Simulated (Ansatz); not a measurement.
# How fast states decay through AsH4F, part 3 of 3

Aim: relax a made-up compound, AsH4F, and see how good a tunnel barrier it would be. It is built by putting F for Br, As for N in the H4BrN structure of space group P-43m, with the volume rescaled by atomic radii. The parent structure comes from the Materials Project.

Ansatz 0.2.0; PBE DFT, plane waves, PAW files (the session's first sound run).

So far, decay constant at the filling level, zone centre (Å⁻¹): step 4 (complex bands) 0.344.

The structure was built from a prototype and need not be the compound's stable phase.

## 6. Complex bands at another level

This step: LDA DFT, plane waves, PAW files; complex bands by layer matching along the plane's normal (Ansatz 0.2.0).

The complex bands at that level, over its own gap, at (0, 0) and (0.1354, -0.5).

The input, input.yaml:

```yaml
crystal:
  lattice:
    - [3.874310973, 0.0, 0.0]
    - [0.0, 3.874310973, 0.0]
    - [0.0, 0.0, 3.874310973]
  atoms:
    - { symbol: H, position: [0.2282408122, 0.2282408122, 0.7717591878] }
    - { symbol: H, position: [0.2282408122, 0.7717591878, 0.2282408122] }
    - { symbol: H, position: [0.7717591878, 0.2282408122, 0.2282408122] }
    - { symbol: H, position: [0.7717591878, 0.7717591878, 0.7717591878] }
    - { symbol: F, position: [0.5, 0.5, 0.5] }
    - { symbol: As, position: [0.0, 0.0, 0.0] }
kpoints:
  mp_grid: { grid: [6, 6, 6] }
scf:
  occupations: { method: fixed }
hamiltonian:
  xc: lda
output:
  eigenvalues: true
  transmission:
    leads: [[0, 0]]
    kpoints: [[0.0, 0.0], [0.1354, -0.5]]
    e_range: [-1.0, 5.89]
    de: 0.11
```

On the command line:

```
ansatz run input.yaml --threads 2 --pin off --max-ram 4096MiB --backend cpu --events-out ev --progress --plain --runs-dir out
```

Numbers of over 12 decimals in the logs are rounded to 6 here.

Output:

```text
[...]
Crystal: 6 atoms, lattice volume = 58.155 Å³
Basis set: ecut = 420 eV, 1141 PW (Γ)
Bands: 19, of which v1, the nominal top of the filled ones, is band 13 counted from 1 (12 counted from 0)
Symmetry: 24 space group operations
[...]
k-points: 20 of 216 (time reversal used)
[...]
SCF iter   1: F=—  HF=-5629.136495 eV  |F-HF|=—  |Δ(HF+E_count)|=         —  Δρ=1.90e-2  dr2=1.46e-1  ethr=1.77e-3  ⟨swp⟩=4.5  Hψ=1694  notcnv=0  defer=62
[...]
SCF iter   7: F=-5629.099343 eV  HF=-5629.099343 eV  |F-HF|=1.01e-8  |Δ(HF+E_count)|=   4.02e-7  Δρ=9.50e-6  dr2=3.54e-8  ethr=3.85e-10  ⟨swp⟩=7.2  Hψ=1722  notcnv=0
SCF 1 converged in 7 iterations: F = -5629.099343 eV  dr2 = 3.54e-8
[...]
transmission: 5 of 10 steps passed
transmission: 10 of 10 steps passed
SCF converged after 7 iterations
Free energy (F): -5629.099343 eV
[...]
Internal energy: -5629.099343 eV  (E = F + TS)
E sigma→0 (E₀):  -5629.099343 eV
Fermi energy:    1.073142 eV
[...]
--- Band table (eV; the first three rows and the last of 20) ---
  k-point 0: bands = [... 9 lower, -2.0923, 1.0731, 1.0731, 1.0731, 6.0478, 8.2257, 8.2257, 10.4942, ... 2 higher]
  k-point 1: bands = [... 9 lower, -1.9876, 0.5866, 0.9632, 0.9632, 6.6761, 8.4556, 8.8588, 10.1127, ... 2 higher]
  k-point 2: bands = [... 9 lower, -1.7455, -0.0994, 0.7057, 0.7057, 7.6991, 9.0749, 9.5088, 9.5088, ... 2 higher]
  k-point 19: bands = [... 9 lower, -2.7348, -0.1758, -0.1758, -0.1758, 7.1541, 7.1541, 7.1541, 8.7821, ... 2 higher]
--- Transmission ---
  basis      : 137 plane waves across, 5 finite elements along
  points     : 2, as listed
[...]
crystal 0  : H4As1F1, at the sites [0, 0], period 3.8743 Å: whole cells are its period
[...]
channels       : 0.000000e0 a spin
[...]
slowest decay  : 0.3253 /Å at (0.0000, 0.0000)
```

Run time: 8.8 s. Hardware: 2 threads of Arm Neoverse V1, shared host; peak memory 0.39 GiB.

Numbers from this step:

```
level to which the leads are filled                       : 2.451 eV from the Fermi level
decay constant at the filling level, zone centre          : 0.3253 Å⁻¹
decay constant at the filling level, slowest listed point : 0.3253 Å⁻¹
```

K parallel (0, 0); values up to 1.5 1/Å, a degenerate pair printed once or twice; energies at which all values exceed this have no row. Table of Im kz of the slowest decaying states by energy, zero at the highest filled level on the SCF mesh:

```
energy (eV)  decay 1 (Å⁻¹)  decay 2 (Å⁻¹)  decay 3 (Å⁻¹)  decay 4 (Å⁻¹)
     -1.000          0.354          0.657              -              -
     -0.450          0.694           1.45              -              -
     -0.010          0.713           1.41           1.49              -
      0.540          0.225          0.553          0.726           1.36
      0.980          0.277          0.728          0.743           1.30
      1.530          0.311          0.724           1.05           1.26
      1.970          0.323          0.714           1.06           1.21
      2.520          0.325          0.695           1.06           1.14
      2.960          0.316          0.673           1.06           1.09
      3.510          0.294          0.639           1.02           1.05
      3.950          0.262          0.604          0.957           1.04
      4.500          0.194          0.552          0.874           1.02
      5.050          0.489          0.782          0.995           1.18
      5.490          0.431          0.698          0.941           1.00
```

K parallel (0.1354, -0.5); values up to 1.5 1/Å, a degenerate pair printed once or twice; energies at which all values exceed this have no row. The Im kz of the slowest decaying states by energy, zero at the highest filled level on the SCF mesh:

```csv
energy (eV),decay 1 (Å⁻¹),decay 2 (Å⁻¹),decay 3 (Å⁻¹),decay 4 (Å⁻¹)
-1.000,0.145,0.384,0.489,1.23
-0.450,0.0169,0.251,0.683,1.16
-0.010,0.331,0.34,0.746,1.08
0.540,0.474,0.636,0.800,0.834
0.980,0.519,0.590,0.801,0.833
1.530,0.536,0.552,0.851,0.861
1.970,0.529,0.541,0.867,0.875
2.520,0.502,0.532,0.875,0.882
2.960,0.469,0.524,0.874,0.878
3.510,0.410,0.513,0.801,0.898
3.950,0.347,0.502,0.718,0.861
4.500,0.230,0.487,0.641,0.832
5.050,0.471,0.566,0.792,0.814
5.490,0.459,0.500,0.749,0.765
```

At the listed wavevectors the last open channel is at -0.01 eV and the next at +4.94 eV on the grid. At +2.41 eV, the grid energy nearest the filling level (the middle of the gap on the SCF mesh), the slowest state at the listed wavevectors decays with κ = 0.325 Å⁻¹, its amplitude falling by e over 3.1 Å; the first such run, plane (001), gave 0.344 Å⁻¹ over as many of its listed wavevectors.

## 7. A check of the settings

This step: PBE DFT, plane waves, PAW files; complex bands by layer matching along the plane's normal; changed: output.transmission.e_range = [-1, 1], output.transmission.de = 0.05, output.transmission.temperature = 200.0 (Ansatz 0.2.0).

This run repeats an earlier one, its twin (the complex run, plane (001)), with three settings changed (output.transmission.e_range, output.transmission.de, output.transmission.temperature; files written aside). It is meant to test what the energy window and step decide and how the leads' temperature enters. Where the input is shown as a difference, that is against the step before, not the twin.

Edit input.yaml of step 6 so:

```diff
@@ -17,3 +17,3 @@
 hamiltonian:
-  xc: lda
+  xc: pbe
 output:
@@ -22,4 +22,5 @@
     leads: [[0, 0]]
-    kpoints: [[0.0, 0.0], [0.1354, -0.5]]
-    e_range: [-1.0, 5.89]
-    de: 0.11
+    kpoints: [[0.0, 0.0], [-0.5, 0.1432], [-0.5, -0.5]]
+    e_range: [-1, 1]
+    de: 0.05
+    temperature: 200.0
```

Output:

```text
[...]
Crystal: 6 atoms, lattice volume = 58.155 Å³
Basis set: ecut = 420 eV, 1141 PW (Γ)
Bands: 19, of which v1, the nominal top of the filled ones, is band 13 counted from 1 (12 counted from 0)
Symmetry: 24 space group operations
[...]
k-points: 20 of 216 (time reversal used)
[...]
SCF iter   1: F=—  HF=-5727.051720 eV  |F-HF|=—  |Δ(HF+E_count)|=         —  Δρ=3.90e-3  dr2=5.56e-3  ethr=1.77e-3  ⟨swp⟩=4.5  Hψ=1695  notcnv=0  defer=64
[...]
SCF iter   7: F=-5727.052097 eV  HF=-5727.052097 eV  |F-HF|=9.56e-10  |Δ(HF+E_count)|=   1.76e-7  Δρ=2.91e-6  dr2=4.68e-9  ethr=3.16e-10  ⟨swp⟩=3.8  Hψ=1195  notcnv=0
SCF 1 converged in 7 iterations: F = -5727.052097 eV  dr2 = 4.68e-9
[...]
transmission: 5 of 15 steps passed
transmission: 10 of 15 steps passed
transmission: 15 of 15 steps passed
SCF converged after 7 iterations
Free energy (F): -5727.052097 eV
[...]
Internal energy: -5727.052097 eV  (E = F + TS)
E sigma→0 (E₀):  -5727.052097 eV
Fermi energy:    1.407179 eV
[...]
--- Band table (eV; the first three rows and the last of 20) ---
  k-point 0: bands = [... 9 lower, -1.8777, 1.4072, 1.4072, 1.4072, 6.5584, 8.8063, 8.8063, 10.7218, ... 2 higher]
  k-point 1: bands = [... 9 lower, -1.7792, 0.9729, 1.3017, 1.3017, 7.1565, 9.0289, 9.3492, 10.3728, ... 2 higher]
  k-point 2: bands = [... 9 lower, -1.5545, 0.3487, 1.0587, 1.0587, 8.1556, 9.6199, 9.8105, 9.8105, ... 2 higher]
  k-point 19: bands = [... 9 lower, -2.5357, 0.2699, 0.2699, 0.2699, 7.5681, 7.5681, 7.5681, 8.9896, ... 2 higher]
--- Transmission ---
  basis      : 137 plane waves across, 5 finite elements along
  points     : 3, as listed
[...]
crystal 0  : H4As1F1, at the sites [0, 0], period 3.8743 Å: whole cells are its period
[...]
channels       : 0.000000e0 a spin
[...]
slowest decay  : 0.2942 /Å at (0.0000, 0.0000)
```

Wall time 8.7 s (2 threads); peak memory 0.36 GiB.

This step gave:

```
free energy                         : -5727.0521 eV
Fermi energy                        : 1.407 eV
gap on the k-mesh                   : 5.031 eV
level to which the leads are filled : 2.515 eV from the Fermi level
```

K parallel (0, 0); values up to 1.5 1/Å, a degenerate pair printed once or twice; energies at which all values exceed this have no row. The Im kz of the slowest decaying states by energy, zero at the highest filled level on the SCF mesh:

```csv
energy (eV),decay 1 (Å⁻¹),decay 2 (Å⁻¹),decay 3 (Å⁻¹),decay 4 (Å⁻¹)
-1.000,0.380,0.671,-,-
-0.900,0.353,0.679,-,-
-0.850,0.338,0.683,-,-
-0.750,0.298,0.690,-,-
-0.700,0.273,0.273,0.693,-
-0.600,0.205,0.700,1.50,-
-0.500,0.0561,0.706,1.49,-
-0.450,0.708,1.48,-,-
-0.350,0.714,1.47,-,-
-0.300,0.716,1.47,-,-
-0.200,0.721,1.46,-,-
-0.100,0.725,1.45,-,-
-0.050,0.727,1.45,-,-
0.000,0.0127,0.0266,0.0266,0.729
0.050,0.0816,0.182,0.730,1.44
0.100,0.113,0.253,0.732,1.43
0.200,0.156,0.352,0.735,1.42
0.300,0.187,0.425,0.738,1.41
0.350,0.199,0.457,0.739,1.41
0.450,0.221,0.513,0.741,1.40
0.500,0.231,0.539,0.742,1.39
0.600,0.247,0.586,0.743,1.38
0.700,0.262,0.630,0.745,1.37
0.750,0.268,0.652,0.745,1.37
0.850,0.280,0.693,0.746,1.35
0.900,0.285,0.713,0.746,1.34
1.000,0.294,0.747,0.753,1.32
```

K parallel (0, 0). Table of Re kz of states that move upwards by energy, zero at the highest filled level on the SCF mesh:

| energy (eV) | channel 1 (Å⁻¹) | channel 2 (Å⁻¹) | channel 3 (Å⁻¹) |
| --- | --- | --- | --- |
| -1.000 | -0.508 | - | - |
| -0.950 | -0.483 | - | - |
| -0.900 | -0.459 | - | - |
| -0.850 | -0.437 | - | - |
| -0.800 | -0.415 | - | - |
| -0.750 | -0.394 | - | - |
| -0.700 | -0.374 | - | - |
| -0.600 | -0.334 | - | - |
| -0.550 | -0.315 | - | - |
| -0.500 | -0.295 | - | - |
| -0.450 | -0.671 | -0.671 | -0.276 |
| -0.400 | -0.600 | -0.600 | -0.256 |
| -0.350 | -0.541 | -0.541 | -0.236 |
| -0.300 | -0.488 | -0.488 | -0.216 |
| -0.250 | -0.435 | -0.435 | -0.194 |
| -0.200 | -0.382 | -0.382 | -0.171 |
| -0.150 | -0.325 | -0.325 | -0.146 |
| -0.100 | -0.261 | -0.261 | -0.118 |
| -0.050 | -0.182 | -0.182 | -0.0816 |
| 0.000 | - | - | - |
| 0.050 | - | - | - |
| 0.100 | - | - | - |
| 0.150 | - | - | - |
| 0.200 | - | - | - |
| 0.250 | - | - | - |
| 0.300 | - | - | - |
| 0.350 | - | - | - |
| 0.400 | - | - | - |
| 0.450 | - | - | - |
| 0.500 | - | - | - |
| 0.550 | - | - | - |
| 0.600 | - | - | - |
| 0.700 | - | - | - |
| 0.750 | - | - | - |
| 0.800 | - | - | - |
| 0.850 | - | - | - |
| 0.900 | - | - | - |
| 0.950 | - | - | - |
| 1.000 | - | - | - |

K parallel (-0.5, 0.1432); values up to 1.5 1/Å, a degenerate pair printed once or twice; energies at which all values exceed this have no row. The Im kz of the slowest decaying states by energy, zero at the highest filled level on the SCF mesh:

| energy (eV) | decay 1 (Å⁻¹) | decay 2 (Å⁻¹) | decay 3 (Å⁻¹) | decay 4 (Å⁻¹) |
| --- | --- | --- | --- | --- |
| -1.000 | 0.370 | 0.441 | 1.27 | - |
| -0.850 | 0.142 | 0.418 | 0.546 | 1.25 |
| -0.700 | 0.0908 | 0.390 | 0.606 | 1.23 |
| -0.550 | 0.343 | 0.644 | 1.21 | - |
| -0.450 | 0.289 | 0.664 | 1.19 | - |
| -0.300 | 0.0287 | 0.688 | 1.17 | - |
| -0.150 | 0.183 | 0.246 | 0.708 | 1.15 |
| 0.000 | 0.335 | 0.336 | 0.725 | 1.12 |
| 0.150 | 0.395 | 0.426 | 0.740 | 1.10 |
| 0.300 | 0.440 | 0.498 | 0.754 | 1.06 |
| 0.450 | 0.475 | 0.564 | 0.768 | 1.03 |
| 0.550 | 0.493 | 0.611 | 0.776 | 0.995 |
| 0.700 | 0.516 | 0.699 | 0.788 | 0.812 |
| 0.850 | 0.532 | 0.679 | 0.777 | 0.799 |
| 1.000 | 0.545 | 0.630 | 0.809 | 0.813 |

K parallel (-0.5, -0.5); values up to 1.5 1/Å, a degenerate pair printed once or twice; energies at which all values exceed this have no row. Im kz of the slowest decaying states against energy, zero at the highest filled level on the SCF mesh:

| energy (eV) | decay 1 (Å⁻¹) | decay 2 (Å⁻¹) | decay 3 (Å⁻¹) |
| --- | --- | --- | --- |
| -1.000 | - | - | - |
| -0.900 | 0.168 | - | - |
| -0.800 | 0.238 | - | - |
| -0.700 | 0.282 | - | - |
| -0.600 | 0.314 | - | - |
| -0.500 | 0.340 | - | - |
| -0.450 | 0.351 | - | - |
| -0.350 | 0.370 | - | - |
| -0.250 | 0.386 | - | - |
| -0.150 | 0.400 | - | - |
| -0.050 | 0.165 | 0.165 | 0.412 |
| 0.000 | 0.205 | 0.418 | - |
| 0.050 | 0.238 | 0.423 | - |
| 0.150 | 0.292 | 0.432 | - |
| 0.250 | 0.336 | 0.440 | - |
| 0.350 | 0.374 | 0.447 | - |
| 0.450 | 0.408 | 0.453 | - |
| 0.500 | 0.423 | 0.456 | - |
| 0.600 | 0.452 | 0.461 | - |
| 0.700 | 0.466 | 0.479 | - |
| 0.800 | 0.469 | 0.504 | - |
| 0.900 | 0.473 | 0.528 | - |
| 1.000 | 0.475 | 0.551 | - |

## 8. A repeat with changed settings: hamiltonian.xc = "r2scan"

This step: r2SCAN DFT, plane waves, PAW files; complex bands by layer matching along the plane's normal; changed: hamiltonian.xc = "r2scan" (Ansatz 0.2.0).

It is meant to test how much rests on the functional. Where the input is shown as a difference, that is against the step before, not the twin.

Edit input.yaml of step 7 so:

```diff
@@ -17,3 +17,3 @@
 hamiltonian:
-  xc: pbe
+  xc: r2scan
 output:
@@ -23,4 +23,3 @@
     kpoints: [[0.0, 0.0], [-0.5, 0.1432], [-0.5, -0.5]]
-    e_range: [-1, 1]
-    de: 0.05
-    temperature: 200.0
+    e_range: [-1.0, 6.02]
+    de: 0.12
```

Output:

```text
[...]
Crystal: 6 atoms, lattice volume = 58.155 Å³
Basis set: ecut = 500 eV, 1419 PW (Γ), exchange–correlation on 120×120×120 points (64 copies of the dense FFT grid, shifted against one another)
Bands: 19, of which v1, the nominal top of the filled ones, is band 13 counted from 1 (12 counted from 0)
Symmetry: 24 space group operations
[...]
k-points: 20 of 216 (time reversal used)
[...]
SCF iter   1: F=—  HF=-5737.320232 eV  |F-HF|=—  |Δ(HF+E_count)|=         —  Δρ=6.38e-3  dr2=2.49e-2  dr2_τ=3.50e-2  ethr=1.77e-3  ⟨swp⟩=4.7  Hψ=1707  notcnv=0  defer=64
[...]
SCF iter   9: F=-5737.272085 eV  HF=-5737.272085 eV  |F-HF|=4.40e-9  |Δ(HF+E_count)|=   2.50e-8  Δρ=3.09e-6  dr2=5.46e-9  dr2_τ=1.51e-10  ethr=3.85e-10  ⟨swp⟩=7.0  Hψ=1507  notcnv=0
SCF 1 converged in 9 iterations: F = -5737.272085 eV  dr2 = 5.46e-9
[...]
transmission: 6 of 18 steps passed
transmission: 12 of 18 steps passed
transmission: 18 of 18 steps passed
SCF converged after 9 iterations
Free energy (F): -5737.272085 eV
[...]
Internal energy: -5737.272085 eV  (E = F + TS)
E sigma→0 (E₀):  -5737.272085 eV
Fermi energy:    0.966941 eV
[...]
--- Band table (eV; the first three rows and the last of 20) ---
  k-point 0: bands = [... 9 lower, -2.3747, 0.9669, 0.9669, 0.9669, 6.7548, 8.9238, 8.9238, 10.9057, ... 2 higher]
  k-point 1: bands = [... 9 lower, -2.2745, 0.5384, 0.8615, 0.8615, 7.3487, 9.1558, 9.4889, 10.5387, ... 2 higher]
  k-point 2: bands = [... 9 lower, -2.0463, -0.0898, 0.6187, 0.6187, 8.3535, 9.7743, 9.9467, 9.9467, ... 2 higher]
  k-point 19: bands = [... 9 lower, -3.0451, -0.1659, -0.1659, -0.1659, 7.5940, 7.5940, 7.5940, 9.2554, ... 2 higher]
--- Transmission ---
  basis      : 149 plane waves across, 6 finite elements along
  points     : 3, as listed
[...]
crystal 0  : H4As1F1, at the sites [0, 0], period 3.8743 Å: whole cells are its period
[...]
channels       : 0.000000e0 a spin
[...]
slowest decay  : 0.3637 /Å at (0.0000, 0.0000)
```

Run time: 20 s. Hardware: 2 threads; peak memory 0.51 GiB.

Numbers from this step:

| Quantity | Value |
| --- | --- |
| free energy | -5737.2721 eV |
| Fermi energy | 0.9669 eV |
| gap on the k-mesh | 5.517 eV |
| level to which the leads are filled | 2.758 eV from the Fermi level |
| decay constant at the filling level, zone centre | 0.3637 Å⁻¹ |
| decay constant at the filling level, slowest listed point | 0.3637 Å⁻¹ |

K parallel (0, 0); values up to 1.5 1/Å, a degenerate pair printed once or twice; energies at which all values exceed this have no row. Im kz of the slowest decaying states against energy, zero at the highest filled level on the SCF mesh:

| energy (eV) | decay 1 (Å⁻¹) | decay 2 (Å⁻¹) | decay 3 (Å⁻¹) | decay 4 (Å⁻¹) |
| --- | --- | --- | --- | --- |
| -1.00 | 0.381 | 0.684 | - | - |
| -0.76 | 0.304 | 0.703 | - | - |
| -0.40 | 0.725 | - | - | - |
| -0.16 | 0.737 | 1.48 | - | - |
| -0.04 | 0.742 | 1.47 | - | - |
| 0.08 | 0.103 | 0.227 | 0.227 | 0.746 |
| 0.44 | 0.223 | 0.507 | 0.756 | 1.43 |
| 0.68 | 0.264 | 0.620 | 0.761 | 1.40 |
| 0.92 | 0.294 | 0.717 | 0.764 | 1.36 |
| 1.28 | 0.324 | 0.765 | 0.862 | 1.26 |
| 1.52 | 0.338 | 0.764 | 1.01 | 1.14 |
| 1.76 | 0.349 | 0.762 | 1.08 | 1.30 |
| 2.12 | 0.359 | 0.755 | 1.09 | 1.26 |
| 2.36 | 0.362 | 0.750 | 1.09 | 1.24 |
| 2.60 | 0.364 | 0.743 | 1.09 | 1.21 |
| 2.84 | 0.363 | 0.734 | 1.09 | 1.19 |
| 3.20 | 0.358 | 0.719 | 1.09 | 1.15 |
| 3.44 | 0.353 | 0.707 | 1.08 | 1.12 |
| 3.68 | 0.345 | 0.694 | 1.08 | 1.09 |
| 4.04 | 0.329 | 0.671 | 1.04 | 1.07 |
| 4.28 | 0.316 | 0.654 | 1.01 | 1.06 |
| 4.52 | 0.298 | 0.635 | 0.980 | 1.06 |
| 4.88 | 0.265 | 0.604 | 0.929 | 1.04 |
| 5.12 | 0.235 | 0.581 | 0.894 | 1.03 |
| 5.36 | 0.195 | 0.556 | 0.857 | 1.02 |
| 5.72 | 0.0816 | 0.515 | 0.798 | 1.00 |
| 5.96 | 0.485 | 0.755 | 0.894 | 1.08 |

K parallel (-0.5, 0.1432); values up to 1.5 1/Å, a degenerate pair printed once or twice; energies at which all values exceed this have no row. Table of Im kz of the slowest decaying states by energy, zero at the highest filled level on the SCF mesh:

| energy (eV) | decay 1 (Å⁻¹) | decay 2 (Å⁻¹) | decay 3 (Å⁻¹) | decay 4 (Å⁻¹) |
| --- | --- | --- | --- | --- |
| -1.000 | 0.424 | 0.450 | 1.28 | - |
| -0.520 | 0.329 | 0.668 | 1.22 | - |
| -0.040 | 0.307 | 0.317 | 0.738 | 1.15 |
| 0.440 | 0.478 | 0.558 | 0.784 | 1.05 |
| 1.040 | 0.559 | 0.631 | 0.829 | 0.832 |
| 1.520 | 0.580 | 0.587 | 0.857 | 0.881 |
| 2.000 | 0.573 | 0.578 | 0.877 | 0.902 |
| 2.480 | 0.562 | 0.565 | 0.889 | 0.911 |
| 2.960 | 0.534 | 0.558 | 0.892 | 0.912 |
| 3.440 | 0.496 | 0.551 | 0.884 | 0.909 |
| 4.040 | 0.431 | 0.540 | 0.783 | 0.887 |
| 4.520 | 0.362 | 0.530 | 0.711 | 0.865 |
| 5.000 | 0.266 | 0.520 | 0.647 | 0.839 |
| 5.480 | 0.0627 | 0.510 | 0.582 | 0.805 |

K parallel (-0.5, -0.5); values up to 1.5 1/Å, a degenerate pair printed once or twice; energies at which all values exceed this have no row. Im kz of the slowest decaying states against energy, zero at the highest filled level on the SCF mesh:

```
energy (eV)  decay 1 (Å⁻¹)  decay 2 (Å⁻¹)  decay 3 (Å⁻¹)  decay 4 (Å⁻¹)
     -1.000              -              -              -              -
     -0.520          0.343              -              -              -
     -0.040          0.178          0.422              -              -
      0.440          0.408          0.463              -              -
      1.040          0.489          0.562              -              -
      1.520          0.497          0.659              -              -
      2.000          0.496          0.752           1.43           1.43
      2.480          0.487          0.864           1.31              -
      2.960          0.470           1.08              -              -
      3.440          0.445           1.06              -              -
      4.040          0.400           1.04              -              -
      4.520          0.349           1.01              -              -
      5.000          0.271          0.943           1.01              -
      5.480         0.0746          0.668           1.20              -
```

The least decay constant is 0.364 Å⁻¹ against 0.344 Å⁻¹ in the twin: a change of +6 %, at 1.7 times the CPU time.

## 9. What came out

```json
{
 "band gap": "5.02 eV",
 "least decay constant at mid-gap, normal to (001)": "0.344 Å⁻¹",
 "least decay constant, LDA": "0.325 Å⁻¹"
}
```

With PBE, the slowest decay at the wavevectors tried is κ = 0.344 Å⁻¹, normal to (001). Through such a film the transmission near mid-gap falls as exp(−2κd), a factor of ten every 3.3 Å. A free electron under a barrier of half the gap would need a mass of 0.18 mₑ to decay at this rate. With LDA the gap goes from 5.02 to 4.89 eV and the decay constant, over the first 2 listed wavevectors (which shift with the band edges), from 0.344 to 0.325 Å⁻¹. The compound is made up by substitution; its stability against other phases and against distortions of the cell's symmetry was not tested. A semilocal functional narrows gaps, so real decay constants are likely larger.

[Logs are printed without paths, hosts, clocks, repeated set-up lines and the standing remarks that a program may print on its own settings, such as how far it seeks lower states.]

[Hosts, paths, dates, database ids (printed as entryN), source tags and the programs' standing remarks are cut or masked in the printed files.]
